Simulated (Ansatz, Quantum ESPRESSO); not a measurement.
# Conductance against width: vacuum gaps between two Na(100) faces, part 3 of 5

How fast does transmission decay with width? The series: vacuum gaps between two Na(100) faces.

Quantum ESPRESSO 7.5; plane-wave DFT, PBE, GBRV ultrasoft pseudopotentials; cross-check by Ansatz 0.2.0 with PAW datasets.

So far. Step 2 (SCF with pw.x, 5 Å): The run needed 11 iterations to bring the estimated error under 1e-07 Ry; the largest force on any atom, held or free, is 0.07 eV/Å.

## 4. Cross-check with Ansatz, 5 Å

A second code with its own PAW datasets, on the same atoms.

Level of this step: plane-wave DFT, PBE, Ansatz PAW (Ansatz 0.2.0).

The input, input.yaml:

```yaml
crystal:
  lattice:
    - [4.2, 0.0, 0.0]
    - [0.0, 4.2, 0.0]
    - [0.0, 0.0, 36.5]
  atoms:
    - { symbol: Na, position: [0.0, 0.0, 0.0] }
    - { symbol: Na, position: [0.5, 0.5, 0.0575342466] }
    - { symbol: Na, position: [0.0, 0.0, 0.1150684932] }
    - { symbol: Na, position: [0.5, 0.5, 0.1726027397] }
    - { symbol: Na, position: [0.0, 0.0, 0.2301369863] }
    - { symbol: Na, position: [0.5, 0.5, 0.2876712329] }
    - { symbol: Na, position: [0.0, 0.0, 0.3452054795] }
    - { symbol: Na, position: [0.5, 0.5, 0.402739726] }
    - { symbol: Na, position: [0.0, 0.0, 0.5397260274] }
    - { symbol: Na, position: [0.5, 0.5, 0.597260274] }
    - { symbol: Na, position: [0.0, 0.0, 0.6547945205] }
    - { symbol: Na, position: [0.5, 0.5, 0.7123287671] }
    - { symbol: Na, position: [0.0, 0.0, 0.7698630137] }
    - { symbol: Na, position: [0.5, 0.5, 0.8273972603] }
    - { symbol: Na, position: [0.0, 0.0, 0.8849315068] }
    - { symbol: Na, position: [0.5, 0.5, 0.9424657534] }
kpoints:
  mp_grid: { grid: [6, 6, 1] }
hamiltonian:
  xc: pbe
scf:
  occupations: { method: fermi_dirac, width: 0.1 }
  convergence: { dr2_threshold: 1.0e-08 }
output:
  transmission: { leads: [[0, 2]], e_range: [-0.4, 0.4], de: 0.4, kmesh: [8, 8] }
  write_potential: true
  write_density: true
  volumetric_format: npy
  elf: true
```

Run with:

```
> ansatz run input.yaml --threads 4 --pin off --max-ram 8192MiB --backend cpu --events-out ev --progress --plain --runs-dir out
```

The log of the run:

```text
Engine: ansatz 0.2.0, aarch64-unknown-linux-gnu
Pseudopotentials: kind: paw
Pseudopotential: Na, paw, valence charge 9, recommended cutoff 420 eV (normal), Na.paw.azcp
Functional definition: PBE
  parameter kappa = 0.804
  parameter beta = 0.066725
  exchange = pbe_x(kappa = kappa, mu = beta*pi^2/3)
  correlation = pbe_c(beta = beta)
Crystal: 16 atoms, lattice volume = 643.860 Å³
Basis set: ecut = 420 eV, 12429 PW (Γ)
Bands: 88, of which v1, the nominal top of the filled ones, is band 72 counted from 1 (71 counted from 0)
Symmetry: 16 space group operations
Space group: P4/nmm (ITA 129), of the structure as read, at distance tolerance 8.6e-5 Å
k-points: 10 of 36
Non-local potential: Na, projectors of the file, l = 0: 3, l = 1: 2, l = 2: 1
PAW form: soft (Blöchl's): semilocal exchange-correlation on the pseudo side does not see the compensation charge
PAW one-centre angular grid: Na, 110 points (default); XC on 64 Gauss nodes
Initial density: superposition of atomic densities (neutral atoms: chi_scale 0, normalization atom), corrected by the library's trained network
Initial wavefunctions: pseudopotential atomic-orbital guess
Functional: x = pbe(κ = 0.804, μ = 0.219515), c = pbe(β = 0.066725)
SCF iter   1: F=—  HF=-23782.476769 eV  |F-HF|=—  |Δ(HF+E_count)|=         —  Δρ=1.79e-3  dr2=3.41e0  ethr=1.77e-3  ⟨swp⟩=9.3  Hψ=3758  notcnv=0  defer=7
preconditioner: auto → LDOS  [metal: Δε(μ)=0.055 eV  Ē_g=3.086 eV  σ=0.100 eV  W_gap=0.14  n_scr=104 (ndim 8)  ℏωp=5.9 eV  f_vac=0.071  D(μ)=8.40/eV (n_scr^D=36)  β→1.0]
SCF iter   2: F=—  HF=-23782.408208 eV  |F-HF|=—  |Δ(HF+E_count)|=   6.86e-2  Δρ=5.97e-4  dr2=1.77e-2  ethr=1.77e-3  ⟨swp⟩=1.5  Hψ=1033  notcnv=0  defer=3
SCF iter   3: F=—  HF=-23782.408048 eV  |F-HF|=—  |Δ(HF+E_count)|=   1.60e-4  Δρ=4.98e-4  dr2=1.27e-3  ethr=1.23e-5  ⟨swp⟩=2.8  Hψ=1612  notcnv=0  defer=3
SCF iter   4: F=—  HF=-23782.407575 eV  |F-HF|=—  |Δ(HF+E_count)|=   4.73e-4  Δρ=1.26e-4  dr2=3.92e-4  ethr=8.85e-7  ⟨swp⟩=2.0  Hψ=1598  notcnv=0  defer=3
SCF iter   5: F=—  HF=-23782.407565 eV  |F-HF|=—  |Δ(HF+E_count)|=   9.33e-6  Δρ=3.31e-5  dr2=6.74e-5  ethr=2.72e-7  ⟨swp⟩=2.0  Hψ=1400  notcnv=0  defer=3
SCF iter   6: F=—  HF=-23782.407557 eV  |F-HF|=—  |Δ(HF+E_count)|=   8.75e-6  Δρ=7.69e-6  dr2=1.79e-6  ethr=4.68e-8  ⟨swp⟩=1.9  Hψ=911  notcnv=0  defer=3
SCF iter   7: F=—  HF=-23782.407668 eV  |F-HF|=—  |Δ(HF+E_count)|=   1.11e-4  Δρ=1.82e-6  dr2=5.47e-8  ethr=1.24e-9  ⟨swp⟩=2.0  Hψ=1472  notcnv=0  defer=3
SCF iter   8: F=-23782.407668 eV  HF=-23782.407668 eV  |F-HF|=4.72e-9  |Δ(HF+E_count)|=   9.79e-9  Δρ=1.15e-6  dr2=6.85e-9  ethr=6.94e-12  ⟨swp⟩=10.4  Hψ=3601  notcnv=0
SCF 1 converged in 8 iterations: F = -23782.407668 eV  dr2 = 6.85e-9
  greatest PAW one-centre occupation: 0.999 electrons in one spin orbital (limit 2), on the Na atom at site 8 (counted from 0), in its partial waves of l = 0
transmission: 76 of 735 steps passed
transmission: 147 of 735 steps passed
[...]
transmission: 735 of 735 steps passed
SCF converged after 8 iterations
Free energy (F): -23782.407668 eV
Harris-Foulkes:  -23782.407668 eV  (|F-HF|=4.72e-9)
Internal energy: -23782.124878 eV  (E = F + TS)
E sigma→0 (E₀):  -23782.266273 eV
Entropy (-TS):   -0.282790 eV (-17.674 meV/atom)
Fermi energy:    1.399574 eV
--- Per-component energies (eV) ---
  E_band       = -3910.246887
  E_kinetic    = 1921.765060
  E_local      = -27363.157733  (includes V_loc(G=0)·N_el)
  E_nonlocal   = 1841.502712
  E_hartree    = 10557.866012
  E_xc         = -612.739228
  E_vxc        = -787.261471  (∫ρ·V_xc dr)
  E_paw        = -4210.643402  (= ΣΔE_a)
  E_vpaw       = -638.827249  (= ΣTr[D̂ρ^β])
  E_aug_tail   = -0.000526  (compensation charges beyond the density's cutoff)
  E_ewald      = -5916.717771
  E_smearing   = -0.282790  (= −TS)
  E_closure    = -0.000000  (closes the sum)
  Σ components = -23782.407668   (vs F -23782.407668, Δ=0.00e0)
--- Band table (eV; the first three rows and the last of 10) ---
  k-point 0: bands = [... 68 lower, -1.1311, -0.7585, -0.4669, 0.0879, 0.3656, 1.1430, 1.3226, 2.3807, ... 12 higher]
  k-point 1: bands = [... 68 lower, -0.8900, -0.5190, -0.2286, 0.3241, 0.6004, 1.3744, 1.5521, 2.6006, ... 12 higher]
  k-point 2: bands = [... 68 lower, -0.1732, 0.1931, 0.4803, 1.0250, 1.2976, 1.9420, 2.0291, 2.0459, ... 12 higher]
  k-point 9: bands = [... 68 lower, 2.4036, 2.4036, 2.6070, 2.6070, 2.6614, 2.6614, 2.7514, 2.7514, ... 12 higher]
--- Transmission ---
  basis      : 149 plane waves across, 49 finite elements along
  points     : 15, standing for a mesh of 8 x 8
  energies   : 3 from -0.400000 to 0.400000 eV about the Fermi level, 0.400000 eV apart; the leads are filled to 0.000000 eV, and channels, transmission and decay are at 0.000000 eV
  crystal 0  : Na2, at the sites [0, 2], period 4.2000 Å, over 33.60 Å; its Hamiltonian steps by up to 20.7 meV
    offset         : up to 0.0000 Å between an atom of the period and one for which it stands
    channels       : 1.078125e0 a spin
    conductance    : none, the energies end too early or step too widely for 300 K: set another output.transmission.e_range or a lower de, or, where they end at an eighth of basis.ecutwfc, a higher one
    slowest decay  : 0.1327 /Å at (0.5000, 0.3750)
  junction   : crystal 0 to crystal 0, -0.35 to 31.95 Å
    transmission   : 3.355744e-1 a spin
    conductance    : none, the energies end too early or step too widely for 300 K: set another output.transmission.e_range or a lower de, or, where they end at an eighth of basis.ecutwfc, a higher one
```

It took 48 s on 4 threads of Arm Neoverse V1, shared host; peak memory 1.4 GiB; 2.9 min of CPU time.

Read from the output:

```
free energy                                  : -23782.4077 eV
energy at zero smearing                      : -23782.2663 eV
smearing term TS                             : 0.2828 eV
Fermi energy                                 : 1.400 eV
symmetry operations                          : 16
transmission at the Fermi level, one spin    : 0.3356
step of the lead's Hamiltonian over a period : 20.7 meV
```

Per spin; mean over the k mesh across the current. Transmission, zone mean against energy, zero at the Fermi level:

```csv
energy (eV),"transmission, zone mean"
-0.400,0.225
0.000,0.336
0.400,0.464
```

Per spin; mean over the k mesh across the current. Table of open channels, zone mean by energy, zero at the Fermi level:

```csv
energy (eV),"open channels, zone mean"
-0.400,1.08
0.000,1.08
0.400,1.39
```

ELF in the ca plane at fractional y = 0.000, with atoms of Na within 0.2 Å of it. It is the smooth field of the valence electrons, not physical close to the nuclei.

Ten even steps from '0' (0.03) to '9' (0.66), each cell a mean:
```
77401877710477643111110058685027740177682037
78510376301687653211120015751047761026730157
88741000015898754211122000000378874100000377
88874211368998864211123321125788776531124677
88877666789999865211124567789988777776677777
88877777899999875311124678999988777777778877
88876434579999864211124444457888777654456777
88752000137998764211123100002588876310002577
88620133102788753211121002320158863003310267
78500688600577643211110038883037751058871047
77402845820367643111110067376026740285483037
```
Columns run along c (16.0 Å, from fractional 0.28 to 0.72 of the cell), rows up along a (4.2 Å). Atoms in or near the plane, at fractional coordinates: Na at (0.35, 0.00), Na at (0.54, 0.00), Na at (0.65, 0.00).

Electrostatic potential energy in the ca plane at fractional y = 0.000, with atoms of Na within 0.2 Å of it. With pseudopotentials it is smooth inside the atoms' cores, unlike the true potential.

Values in eV, 6 rows by 16 columns, each cell a mean:
```
  4  -2 -30  -3   4   4   4   4  -1 -29  -6   3   2 -23 -14   3
  4   2   0   2   4   4   4   4   2  -1   2   4   3   0   1   4
  4   4   4   4   4   4   4   4   4   3   4   4   4   4   4   4
  4   4   3   3   4   4   4   4   3   3   3   4   4   3   3   4
  4   2  -4   1   4   4   4   4   2  -4   0   4   3  -3  -1   3
  4  -3 -40  -5   4   4   4   4  -1 -38 -10   3   1 -30 -19   3
```
Columns run along c (16.0 Å, from fractional 0.28 to 0.72 of the cell; values clipped at the 3rd and 97th percentile), rows up along a (4.2 Å). Atoms in or near the plane, at fractional coordinates: Na at (0.35, 0.00), Na at (0.54, 0.00), Na at (0.65, 0.00).

Ansatz finds T = 0.336 against pwcond's 0.339.

## 5. Self-consistent run, 6 Å

Level of this step: plane-wave DFT, PBE, GBRV ultrasoft pseudopotentials (Quantum ESPRESSO 7.5).

The input, j1.scf.in:

```
&control
  prefix = 'j1.scf'
  outdir = './out'
  pseudo_dir = './pseudo'
  calculation = 'scf'
  tprnfor = .true.
/
&system
  ibrav = 0
  nat = 16
  ntyp = 1
  ecutwfc = 40
  ecutrho = 200
  occupations = 'smearing'
  smearing = 'mv'
  degauss = 0.01
/
&electrons
  conv_thr = 1e-07
  mixing_beta = 0.25
  electron_maxstep = 120
  mixing_mode = 'local-TF'
/
ATOMIC_SPECIES
  Na  22.9898  na_pbe_v1.5.uspp.F.UPF
CELL_PARAMETERS angstrom
  4.20000000000000 0.00000000000000 0.00000000000000
  0.00000000000000 4.20000000000000 0.00000000000000
  0.00000000000000 0.00000000000000 37.50000000000000
ATOMIC_POSITIONS crystal
  Na  0.000000000000 0.000000000000 0.000000000000
  Na  0.500000000000 0.500000000000 0.056000000000
  Na  0.000000000000 0.000000000000 0.112000000000
  Na  0.500000000000 0.500000000000 0.168000000000
  Na  0.000000000000 0.000000000000 0.224000000000
  Na  0.500000000000 0.500000000000 0.280000000000
  Na  0.000000000000 0.000000000000 0.336000000000
  Na  0.500000000000 0.500000000000 0.392000000000
  Na  0.000000000000 0.000000000000 0.552000000000
  Na  0.500000000000 0.500000000000 0.608000000000
  Na  0.000000000000 0.000000000000 0.664000000000
  Na  0.500000000000 0.500000000000 0.720000000000
  Na  0.000000000000 0.000000000000 0.776000000000
  Na  0.500000000000 0.500000000000 0.832000000000
  Na  0.000000000000 0.000000000000 0.888000000000
  Na  0.500000000000 0.500000000000 0.944000000000
K_POINTS automatic
  6 6 1 0 0 0
```

Run with:

```
> OMP_NUM_THREADS=1 mpirun -n 4 pw.x -nk 2 -in j1.scf.in > j1.scf.out
```

The log of the run:

```text
[banner, memory and clock lines left out]
Program PWSCF v.7.5 starts
[...]
number of electrons       =       144.00
     number of Kohn-Sham states=           86
     kinetic-energy cutoff     =      40.0000  Ry
     charge density cutoff     =     200.0000  Ry
[...]
number of k points=    10  Marzari-Vanderbilt smearing, width (Ry)=  0.0100
[...]
Dense  grid:   213155 G-vectors     FFT dimensions: (  36,  36, 320)
[...]
Starting wfcs are   80 randomized atomic wfcs +    6 random wfcs
     estimated scf accuracy    <       0.58961767 Ry
     estimated scf accuracy    <       0.44530941 Ry
     estimated scf accuracy    <       0.02540730 Ry
     estimated scf accuracy    <       0.03706669 Ry
     estimated scf accuracy    <       0.00457969 Ry
     estimated scf accuracy    <       0.00180323 Ry
     estimated scf accuracy    <       0.00002745 Ry
     estimated scf accuracy    <       0.00005109 Ry
     estimated scf accuracy    <       0.00001902 Ry
     estimated scf accuracy    <       0.00002466 Ry
     estimated scf accuracy    <       0.00000061 Ry
     estimated scf accuracy    <       0.00000017 Ry
[...]
the Fermi energy is     1.1670 ev
!    total energy              =   -1525.49481450 Ry
     estimated scf accuracy    <       0.00000003 Ry
     smearing contrib. (-TS)   =      -0.00017401 Ry
     internal energy E=F+TS    =   -1525.49464048 Ry
[...]
one-electron contribution =   -1963.47620264 Ry
     hartree contribution      =     985.51362807 Ry
     xc contribution           =    -228.91199330 Ry
     ewald contribution        =    -318.62007260 Ry
     convergence has been achieved in  13 iterations
[...]
Total force =     0.002631     Total SCF correction =     0.000542
[...]
```

It took 1.9 min on 4 MPI ranks; peak memory 1.1 GiB.

Numbers from this step:

- free energy: -20755.4143 eV
- Fermi energy: 1.167 eV

## 6. Transmission with pwcond.x, 6 Å

The input, j1.cond.in:

```
&inputcond
  outdir = './out'
  prefixt = 'j1.scf'
  tran_file = 'j1.cond.dat'
  bdl = 1.0000000000
  bds = 8.9285714286
  ikind = 1
  ewind = 4.0
  epsproj = 1e-05
  nz1 = 7
  energy0 = 0.4
  denergy = -0.4
/
15
  0.00000000 0.00000000 0.01562500
  0.00000000 0.12500000 0.06250000
  0.00000000 0.25000000 0.06250000
  0.00000000 0.37500000 0.06250000
  0.00000000 0.50000000 0.03125000
  0.12500000 0.12500000 0.06250000
  0.12500000 0.25000000 0.12500000
  0.12500000 0.37500000 0.12500000
  0.12500000 0.50000000 0.06250000
  0.25000000 0.25000000 0.06250000
  0.25000000 0.37500000 0.12500000
  0.25000000 0.50000000 0.06250000
  0.37500000 0.37500000 0.06250000
  0.37500000 0.50000000 0.06250000
  0.50000000 0.50000000 0.01562500
3
```

Run with:

```
> OMP_NUM_THREADS=1 mpirun -n 4 pwcond.x -in j1.cond.in > j1.cond.out
```

The log of the run:

```text
[banner, memory and clock lines left out]
Program PWCOND v.7.5 starts

     ./out/j1.scf.save/

     IMPORTANT: XC functional enforced from input :
     Exchange-correlation= PBE
                           (   1   4   3   4   0   0   0)
     Any further DFT definition will be discarded
     Please, verify this is what you really want

     Reading collected, re-writing distributed wavefunctions

===== INPUT FILE containing all the regions =====

     GEOMETRY:

     lattice parameter (alat)  =       7.9368  a.u.
     the volume                =    4464.0233 (a.u.)^3
[...]
---  ie =          2  ik =         15
 Nchannels of the left tip =            0
 Right moving states:
   k1(2pi/a)   k2(2pi/a)   E-Ef (eV)
 Left moving states:
   k1(2pi/a)   k2(2pi/a)   E-Ef (eV)

 to transmit
          E-Ef(ev), T =    0.0000000   0.0000000
---  E-Ef =   -0.4000000  k =    0.5000000   0.5000000
---  ie =          3  ik =         15
 Nchannels of the left tip =            0
 Right moving states:
   k1(2pi/a)   k2(2pi/a)   E-Ef (eV)
 Left moving states:
   k1(2pi/a)   k2(2pi/a)   E-Ef (eV)

 to transmit
          E-Ef(ev), T =   -0.4000000   0.0000000
   T_tot     0.40000      0.43273E+00
   T_tot     0.00000      0.26156E+00
   T_tot    -0.40000      0.14058E+00
```

The job ended after 2.2 min (4 MPI ranks; peak memory 0.39 GiB).

Read from the output:

- transmission at the Fermi level, one spin: 0.1308
- conductance: 0.1308 G₀

Per spin; mean over the k mesh across the current. The transmission, zone mean by energy, zero at the Fermi level:

```csv
energy (eV),"transmission, zone mean"
-0.400,0.0703
0.000,0.131
0.400,0.216
```

T goes from 0.339 to 0.131, a factor of 2.6.

## 7. The same in Ansatz, 6 Å

Level of this step: plane-wave DFT, PBE, Ansatz PAW (Ansatz 0.2.0).

The input, input.yaml:

```yaml
crystal:
  lattice:
    - [4.2, 0.0, 0.0]
    - [0.0, 4.2, 0.0]
    - [0.0, 0.0, 37.5]
  atoms:
    - { symbol: Na, position: [0.0, 0.0, 0.0] }
    - { symbol: Na, position: [0.5, 0.5, 0.056] }
    - { symbol: Na, position: [0.0, 0.0, 0.112] }
    - { symbol: Na, position: [0.5, 0.5, 0.168] }
    - { symbol: Na, position: [0.0, 0.0, 0.224] }
    - { symbol: Na, position: [0.5, 0.5, 0.28] }
    - { symbol: Na, position: [0.0, 0.0, 0.336] }
    - { symbol: Na, position: [0.5, 0.5, 0.392] }
    - { symbol: Na, position: [0.0, 0.0, 0.552] }
    - { symbol: Na, position: [0.5, 0.5, 0.608] }
    - { symbol: Na, position: [0.0, 0.0, 0.664] }
    - { symbol: Na, position: [0.5, 0.5, 0.72] }
    - { symbol: Na, position: [0.0, 0.0, 0.776] }
    - { symbol: Na, position: [0.5, 0.5, 0.832] }
    - { symbol: Na, position: [0.0, 0.0, 0.888] }
    - { symbol: Na, position: [0.5, 0.5, 0.944] }
kpoints:
  mp_grid: { grid: [6, 6, 1] }
hamiltonian:
  xc: pbe
scf:
  occupations: { method: fermi_dirac, width: 0.1 }
  convergence: { dr2_threshold: 1.0e-08 }
output:
  transmission: { leads: [[0, 2]], e_range: [-0.4, 0.4], de: 0.4, kmesh: [8, 8] }
  write_potential: true
  write_density: true
  volumetric_format: npy
```

Run with:

```
> ansatz run input.yaml --threads 4 --pin off --max-ram 8192MiB --backend cpu --events-out ev --progress --plain --runs-dir out
```

The log of the run:

```text
[...]
Crystal: 16 atoms, lattice volume = 661.500 Å³
Basis set: ecut = 420 eV, 12785 PW (Γ)
Bands: 88, of which v1, the nominal top of the filled ones, is band 72 counted from 1 (71 counted from 0)
Symmetry: 16 space group operations
[...]
k-points: 10 of 36
[...]
k-point 9: bands = [... 68 lower, 2.3083, 2.3083, 2.5031, 2.5031, 2.5641, 2.5641, 2.6520, 2.6520, ... 12 higher]
--- Transmission ---
  basis      : 149 plane waves across, 51 finite elements along
  points     : 15, standing for a mesh of 8 x 8
[...]
channels       : 1.078125e0 a spin
[...]
slowest decay  : 0.1332 /Å at (0.5000, 0.3750)
  junction   : crystal 0 to crystal 0, -0.35 to 32.95 Å
    transmission   : 1.301843e-1 a spin
[...]
[key lines of the parts left out:]
SCF converged after 8 iterations
Free energy (F): -23782.357156 eV
Fermi energy:    1.301482 eV
```

It took 50 s on 4 threads; peak memory 1.5 GiB.

This step gave:

```
free energy                                  : -23782.3572 eV
energy at zero smearing                      : -23782.2199 eV
smearing term TS                             : 0.2745 eV
Fermi energy                                 : 1.301 eV
transmission at the Fermi level, one spin    : 0.1302
step of the lead's Hamiltonian over a period : 21.5 meV
```

Per spin; mean over the k mesh across the current. Transmission, zone mean against energy, zero at the Fermi level:

```csv
energy (eV),"transmission, zone mean"
-0.400,0.0716
0.000,0.130
0.400,0.216
```

Ansatz finds T = 0.130 against pwcond's 0.131.

(Part 3 of 5 ends here.)

[Long decimals in the printed logs are rounded to 6 places.]

[Repeated lines of the later SCF iterations (solver, time, negative density, dipole) and banner, clock, host and MPI lines are left out of these logs without a mark at each place.]

[Logs are printed without paths, hosts, clocks, repeated set-up lines and the standing remarks that a program may print on its own settings, such as how far it seeks lower states.]

[Hosts, paths, dates, database ids (printed as entryN), source tags and the programs' standing remarks are cut or masked in the printed files.]

[Maps of the electrostatic potential energy from Ansatz leave out the sawtooth potential of an applied field or a dipole correction, so their vacuum need not be flat; planar profiles and work functions include it.]
